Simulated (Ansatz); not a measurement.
# Decaying states in the gap of MgH2S2, part 2 of 3

Wanted: the relaxed cell of MgH2S2, its band edges and its decay constants. It is built by putting Mg for Cd, S for O in the CdH2O2 structure of space group P1, with the volume rescaled by atomic radii. The parent structure comes from the Materials Project.

Ansatz 0.2.0; r2SCAN DFT, plane waves, PAW files (the session's first sound run).

So far. Step 2 (Relaxing the new crystal): The largest force component on a free atom ends at 0.0050 eV/Å.

The structure was built from a prototype and need not be the compound's stable phase.

## (3) Band edges

The energy window and the wavevectors of the next steps follow from the band edges, so these are searched first, off the mesh as well.

input.yaml reads:

```yaml
crystal:
  lattice:
    - [3.824263531, 0.0516923084, -0.0045773019]
    - [-0.0485872523, 6.6043948498, -0.0154879939]
    - [-1.8809154872, -3.3134895449, 6.0852964816]
  atoms:
    - { symbol: Mg, position: [0.1700984604, 0.1372228082, 0.290951328] }
    - { symbol: Mg, position: [0.8856107174, 0.8526788517, 0.7218981741] }
    - { symbol: H, position: [0.5667126969, 0.6570350717, 0.0064309687] }
    - { symbol: H, position: [0.3545765492, 0.3385403582, 0.006436744] }
    - { symbol: H, position: [0.8584563794, 0.3675299451, 0.6890783055] }
    - { symbol: H, position: [0.1757986609, 0.6848807858, 0.323773123] }
    - { symbol: S, position: [0.5327868351, 0.859697825, 0.0064267472] }
    - { symbol: S, position: [0.0153299793, 0.2857957379, 0.0064072462] }
    - { symbol: S, position: [0.7802335919, 0.408771967, 0.5154646182] }
    - { symbol: S, position: [0.2712061296, 0.8997266496, 0.4973777451] }
kpoints:
  mp_grid: { grid: [6, 4, 4] }
  band_path: { path: [VBM, CBM], npoints: 30 }
scf:
  occupations: { method: fixed }
hamiltonian:
  xc: r2scan
output:
  eigenvalues: true
  write_potential: true
  write_density: true
  volumetric_format: npy
```

Run with:

```bash
$ ansatz run input.yaml --threads 2 --pin off --max-ram 4096MiB --backend cpu --events-out ev --progress --plain --runs-dir out
```

Numbers of over 12 decimals in the logs are rounded to 6 here.

What it wrote:

```text
[...]
Crystal: 10 atoms, lattice volume = 153.459 Å³
Basis set: ecut = 500 eV, 3865 PW (Γ), exchange–correlation on 120×200×216 points (64 copies of the dense FFT grid, shifted against one another)
Bands: 34, of which v1, the nominal top of the filled ones, is band 24 counted from 1 (23 counted from 0)
Symmetry: 1 space group operations
[...]
k-points: 52 of 96 (time reversal used)
[...]
SCF iter   1: F=—  HF=-7547.635938 eV  |F-HF|=—  |Δ(HF+E_count)|=         —  Δρ=5.92e-3  dr2=2.80e-2  dr2_τ=7.85e-2  ethr=1.77e-3  ⟨swp⟩=4.3  Hψ=6857  notcnv=0  defer=358
[...]
SCF iter   6: F=-7547.626876 eV  HF=-7547.626876 eV  |F-HF|=2.74e-8  |Δ(HF+E_count)|=   7.51e-7  Δρ=6.63e-6  dr2=6.88e-8  dr2_τ=3.97e-9  ethr=2.08e-10  ⟨swp⟩=9.6  Hψ=9664  notcnv=0
SCF 1 converged in 6 iterations: F = -7547.626876 eV  dr2 = 6.88e-8
[...]
NSCF: frozen V_eff on 112 k-points
[...]
SCF converged after 6 iterations
Free energy (F): -7547.626876 eV
[...]
Internal energy: -7547.626876 eV  (E = F + TS)
E sigma→0 (E₀):  -7547.626876 eV
Fermi energy:    2.773293 eV
[...]
--- Band table (eV; the first three rows and the last of 52) ---
  k-point 0: bands = [... 20 lower, 2.0725, 2.2058, 2.3675, 2.7733, 6.8245, 7.3827, 7.9967, 8.6678, ... 6 higher]
  k-point 1: bands = [... 20 lower, 2.1092, 2.2409, 2.2961, 2.7552, 6.8171, 7.8739, 8.0558, 8.6663, ... 6 higher]
  k-point 2: bands = [... 20 lower, 2.1451, 2.1556, 2.4174, 2.7369, 6.7823, 8.3549, 8.5220, 8.7007, ... 6 higher]
  k-point 51: bands = [... 20 lower, 1.6315, 1.8743, 2.0780, 2.4048, 7.3122, 8.0138, 8.2621, 8.5012, ... 6 higher]
```

The job ended after 82 s (2 threads of Arm Neoverse V2, shared host; peak memory 0.82 GiB; 2.7 min of CPU time).

Numbers from this step:

* Fermi energy: 2.773 eV
* gap on the k-mesh: 4.009 eV
* gap on path: 4.009 eV, by band count; negative where bands overlap
* direct gap on path: 4.045 eV
* edge places on path: 0, 0.5171 1/A along the path

Electronic bands along the path, in eV, zero at the Fermi level (highest filled level under fixed occupations); v1 is the highest filled band, c1 the lowest empty one:

```csv
point,v4,v3,v2,v1,c1,c2,c3,c4
VBM,-0.70,-0.57,-0.41,0.00,4.05,4.61,5.22,5.89
halfway,-0.66,-0.53,-0.48,-0.02,4.04,5.10,5.28,5.89
CBM,-0.63,-0.62,-0.36,-0.04,4.01,5.58,5.75,5.93
```

The searched edges give 4.01 eV, as on the mesh.

## (4) Decaying states in the gap

This step: r2SCAN DFT, plane waves, PAW files; complex bands by layer matching along the plane's normal (Ansatz 0.2.0).

The same crystal is laid in a cell whose first two vectors span the (100) plane (indices of the standard conventional cell, whose axes can be ordered otherwise than in the bulk input). At fixed energy and wavevector in the plane the solver finds all kz, real and complex. A few wavevectors are listed, (0, 0) and (0, -0.5) in units of the plane's reciprocal vectors; the slowest state needn't be among them.

input.yaml reads:

```yaml
crystal:
  lattice:
    - [6.604591731, 0.0, 0.0]
    - [-3.313823881, 6.369180527, 0.0]
    - [0.023567975, -1.148366343, 3.648065774]
  atoms:
    - { symbol: Mg, position: [0.1372228082, 0.290951328, 0.1700984604] }
    - { symbol: Mg, position: [0.8526788517, 0.7218981741, 0.8856107174] }
    - { symbol: H, position: [0.6570350717, 0.0064309687, 0.5667126969] }
    - { symbol: H, position: [0.3385403582, 0.006436744, 0.3545765492] }
    - { symbol: H, position: [0.3675299451, 0.6890783055, 0.8584563794] }
    - { symbol: H, position: [0.6848807858, 0.323773123, 0.1757986609] }
    - { symbol: S, position: [0.859697825, 0.0064267472, 0.5327868351] }
    - { symbol: S, position: [0.2857957379, 0.0064072462, 0.0153299793] }
    - { symbol: S, position: [0.408771967, 0.5154646182, 0.7802335919] }
    - { symbol: S, position: [0.8997266496, 0.4973777451, 0.2712061296] }
kpoints:
  mp_grid: { grid: [6, 6, 6] }
scf:
  occupations: { method: fixed }
hamiltonian:
  xc: r2scan
output:
  eigenvalues: true
  transmission:
    leads: [[0, 0]]
    kpoints: [[0.0, 0.0], [0.0, -0.5]]
    e_range: [-1.0, 5.01]
    de: 0.12
```

What it wrote:

```text
[...]
Crystal: 10 atoms, lattice volume = 153.459 Å³
Basis set: ecut = 500 eV, 3865 PW (Γ), exchange–correlation on 200×216×120 points (64 copies of the dense FFT grid, shifted against one another)
Bands: 34, of which v1, the nominal top of the filled ones, is band 24 counted from 1 (23 counted from 0)
Symmetry: 1 space group operations
[...]
k-points: 112 of 216 (time reversal used)
[...]
SCF iter   1: F=—  HF=-7547.635838 eV  |F-HF|=—  |Δ(HF+E_count)|=         —  Δρ=5.92e-3  dr2=2.80e-2  dr2_τ=7.85e-2  ethr=1.77e-3  ⟨swp⟩=4.4  Hψ=14738  notcnv=0  defer=752
[...]
SCF iter   6: F=-7547.626888 eV  HF=-7547.626888 eV  |F-HF|=2.73e-8  |Δ(HF+E_count)|=   7.52e-7  Δρ=6.61e-6  dr2=6.89e-8  dr2_τ=3.99e-9  ethr=2.08e-10  ⟨swp⟩=9.6  Hψ=21006  notcnv=0
SCF 1 converged in 6 iterations: F = -7547.626888 eV  dr2 = 6.89e-8
[...]
transmission: 5 of 10 steps passed
transmission: 10 of 10 steps passed
SCF converged after 6 iterations
Free energy (F): -7547.626888 eV
[...]
Internal energy: -7547.626888 eV  (E = F + TS)
E sigma→0 (E₀):  -7547.626888 eV
Fermi energy:    2.773295 eV
[...]
--- Band table (eV; the first three rows and the last of 112) ---
  k-point 0: bands = [... 20 lower, 2.0725, 2.2058, 2.3675, 2.7733, 6.8245, 7.3827, 7.9966, 8.6678, ... 6 higher]
  k-point 1: bands = [... 20 lower, 2.0181, 2.1642, 2.3802, 2.4260, 7.4799, 8.2083, 8.4330, 8.8806, ... 6 higher]
  k-point 2: bands = [... 20 lower, 1.5288, 1.8928, 2.2531, 2.3795, 8.2059, 8.6189, 9.0939, 9.5550, ... 6 higher]
  k-point 111: bands = [... 20 lower, 1.6315, 1.8743, 2.0780, 2.4048, 7.3122, 8.0138, 8.2621, 8.5012, ... 6 higher]
--- Transmission ---
  basis      : 439 plane waves across, 5 finite elements along
  points     : 2, as listed
  energies   : 51 from -1.000000 to 5.000000 eV about the Fermi level, 0.120000 eV apart; the leads are filled to 2.004493 eV, and channels, transmission and decay are at 2.000000 eV
  crystal 0  : S4H4Mg2, at the sites [0, 0], period 3.6481 Å: whole cells are its period
    offset         : up to 0.0000 Å between an atom of the period and one for which it stands
    channels       : 0.000000e0 a spin
    conductance    : none, the energies end too early or step too widely for 300 K: set another output.transmission.e_range or a lower de, or, where they end at an eighth of basis.ecutwfc, a higher one
    slowest decay  : 0.3009 /Å at (0.0000, 0.0000)
```

It took 2.9 min on 2 threads; peak memory 1.6 GiB; 5.2 min of CPU time.

Numbers from this step:

```
level to which the leads are filled                       : 2.004 eV from the Fermi level
decay constant at the filling level, zone centre          : 0.3009 Å⁻¹
decay constant at the filling level, slowest listed point : 0.3009 Å⁻¹
```

K parallel (0, 0); values up to 1.5 1/Å, a degenerate pair printed once or twice; energies at which all values exceed this have no row. The Im kz of the slowest decaying states by energy, zero at the highest filled level on the SCF mesh:

```csv
energy (eV),decay 1 (Å⁻¹),decay 2 (Å⁻¹),decay 3 (Å⁻¹),decay 4 (Å⁻¹)
-1.00,0.412,0.433,0.853,0.971
-0.76,0.0299,0.253,0.463,0.725
-0.40,0.102,0.140,0.268,0.596
-0.04,0.269,0.344,0.452,0.464
0.20,0.134,0.293,0.412,0.443
0.44,0.190,0.312,0.398,0.450
0.80,0.239,0.332,0.399,0.428
1.16,0.269,0.343,0.405,0.412
1.40,0.282,0.346,0.406,0.712
1.64,0.292,0.344,0.404,0.736
2.00,0.301,0.332,0.401,0.719
2.36,0.308,0.398,0.684,0.758
2.60,0.298,0.395,0.660,0.755
2.84,0.284,0.391,0.636,0.741
3.20,0.258,0.383,0.599,0.703
3.56,0.210,0.229,0.372,0.560
3.80,0.151,0.213,0.363,0.532
4.04,0.0322,0.186,0.353,0.502
4.40,0.119,0.342,0.413,0.428
4.76,0.297,0.311,0.332,0.451
5.00,0.228,0.260,0.291,0.423
```

K parallel (0, -0.5); values up to 1.5 1/Å, a degenerate pair printed once or twice; energies at which all values exceed this have no row. The Im kz of the slowest decaying states by energy, zero at the highest filled level on the SCF mesh:

```
energy (eV)  decay 1 (Å⁻¹)  decay 2 (Å⁻¹)  decay 3 (Å⁻¹)  decay 4 (Å⁻¹)
      -1.00         0.0678          0.122          0.362          0.425
      -0.76          0.183          0.341          0.489          0.757
      -0.40          0.159          0.230          0.310          0.407
      -0.04          0.175          0.287          0.351          0.368
       0.20          0.172          0.222          0.311          0.359
       0.44          0.231          0.255          0.330          0.362
       0.80          0.285          0.290          0.356          0.503
       1.16          0.314          0.320          0.360          0.531
       1.40          0.325          0.337          0.354          0.367
       1.64          0.332          0.345          0.350          0.374
       2.00          0.324          0.343          0.364          0.379
       2.36          0.304          0.344          0.372          0.380
       2.60          0.286          0.343          0.375          0.378
       2.84          0.266          0.340          0.376          0.572
       3.20          0.228          0.332          0.369          0.374
       3.56          0.175          0.319          0.359          0.367
       3.80          0.122          0.308          0.351          0.361
       4.04          0.295          0.340          0.352          0.468
       4.40          0.269          0.321          0.336          0.404
       4.76          0.236          0.297          0.313          0.314
       5.00          0.206          0.217          0.277          0.294
```

At the listed wavevectors the last open channel is at -0.04 eV and the next at +4.04 eV on the grid. At +2.00 eV, the grid energy nearest the filling level (the middle of the gap on the SCF mesh), the slowest state at the listed wavevectors decays with κ = 0.301 Å⁻¹, its amplitude falling by e over 3.3 Å. Through 1 nm of this crystal that state's transmission falls by exp(−2 × 0.301 Å⁻¹ × 10 Å) = 0.0024.

## (5) Decay over the two-dimensional zone

The listed points could miss the slowest state, so one energy near mid-gap is solved on a mesh of 6×6.

input.yaml: that of step 4 with these lines changed.

```diff
@@ -24,6 +24,2 @@
   eigenvalues: true
-  transmission:
-    leads: [[0, 0]]
-    kpoints: [[0.0, 0.0], [0.0, -0.5]]
-    e_range: [-1.0, 5.01]
-    de: 0.12
+  transmission: { leads: [[0, 0]], kmesh: [6, 6], e_range: [2.0, 2.01], de: 0.05 }
```

What it wrote:

```text
[...]
Crystal: 10 atoms, lattice volume = 153.459 Å³
Basis set: ecut = 500 eV, 3865 PW (Γ), exchange–correlation on 200×216×120 points (64 copies of the dense FFT grid, shifted against one another)
Bands: 34, of which v1, the nominal top of the filled ones, is band 24 counted from 1 (23 counted from 0)
Symmetry: 1 space group operations
[...]
k-points: 112 of 216 (time reversal used)
[...]
SCF iter   1: F=—  HF=-7547.635838 eV  |F-HF|=—  |Δ(HF+E_count)|=         —  Δρ=5.92e-3  dr2=2.80e-2  dr2_τ=7.85e-2  ethr=1.77e-3  ⟨swp⟩=4.4  Hψ=14738  notcnv=0  defer=752
[...]
SCF iter   6: F=-7547.626888 eV  HF=-7547.626888 eV  |F-HF|=2.73e-8  |Δ(HF+E_count)|=   7.52e-7  Δρ=6.61e-6  dr2=6.89e-8  dr2_τ=3.99e-9  ethr=2.08e-10  ⟨swp⟩=9.6  Hψ=21006  notcnv=0
SCF 1 converged in 6 iterations: F = -7547.626888 eV  dr2 = 6.89e-8
[...]
transmission: 20 of 100 steps passed
transmission: 40 of 100 steps passed
[...]
transmission: 100 of 100 steps passed
SCF converged after 6 iterations
Free energy (F): -7547.626888 eV
[...]
Internal energy: -7547.626888 eV  (E = F + TS)
E sigma→0 (E₀):  -7547.626888 eV
Fermi energy:    2.773295 eV
[...]
--- Band table (eV; the first three rows and the last of 112) ---
  k-point 0: bands = [... 20 lower, 2.0725, 2.2058, 2.3675, 2.7733, 6.8245, 7.3827, 7.9966, 8.6678, ... 6 higher]
  k-point 1: bands = [... 20 lower, 2.0181, 2.1642, 2.3802, 2.4260, 7.4799, 8.2083, 8.4330, 8.8806, ... 6 higher]
  k-point 2: bands = [... 20 lower, 1.5288, 1.8928, 2.2531, 2.3795, 8.2059, 8.6189, 9.0939, 9.5550, ... 6 higher]
  k-point 111: bands = [... 20 lower, 1.6315, 1.8743, 2.0780, 2.4048, 7.3122, 8.0138, 8.2621, 8.5012, ... 6 higher]
--- Transmission ---
  basis      : 439 plane waves across, 5 finite elements along
  points     : 20, standing for a mesh of 6 x 6
  energies   : 1 from 2.000000 to 2.000000 eV about the Fermi level; the leads are filled to 2.004493 eV, and channels, transmission and decay are at 2.000000 eV
  crystal 0  : S4H4Mg2, at the sites [0, 0], period 3.6481 Å: whole cells are its period
[...]
channels       : 0.000000e0 a spin
    conductance    : none, crystal 0 has no channel at the energies, or these end too early or step too widely for 300 K: set another output.transmission.e_range or a lower de, or, where they end at an eighth of basis.ecutwfc, a higher one
    slowest decay  : 0.3009 /Å at (0.0000, 0.0000)
```

Run time: 2.6 min. Hardware: 2 threads; peak memory 1.7 GiB.

Numbers from this step:

```
least decay constant on the mesh : 0.3009 Å⁻¹
```

Slowest decay constant (1/Å; 0 where a channel is open) over k1 and k2. At 2.0000 eV from the Fermi level.

Ten even steps from '0' (0.301) to '9' (0.361):
```
987458
974457
984048
975447
985478
985358
```
Columns: k1 (b1) from -0.5 to 0.333; rows upwards: k2 (b2) from -0.5 to 0.333.

The least value on the mesh is 0.301 Å⁻¹ at +2.00 eV. At that energy the listed points give about 0.301 Å⁻¹ by interpolation, so the mesh holds no clearly slower state.

(Part 2 of 3 ends here.)

[Logs are printed without paths, hosts, clocks, repeated set-up lines and the standing remarks that a program may print on its own settings, such as how far it seeks lower states.]

[Hosts, paths, dates, database ids (printed as entryN), source tags and the programs' standing remarks are cut or masked in the printed files.]
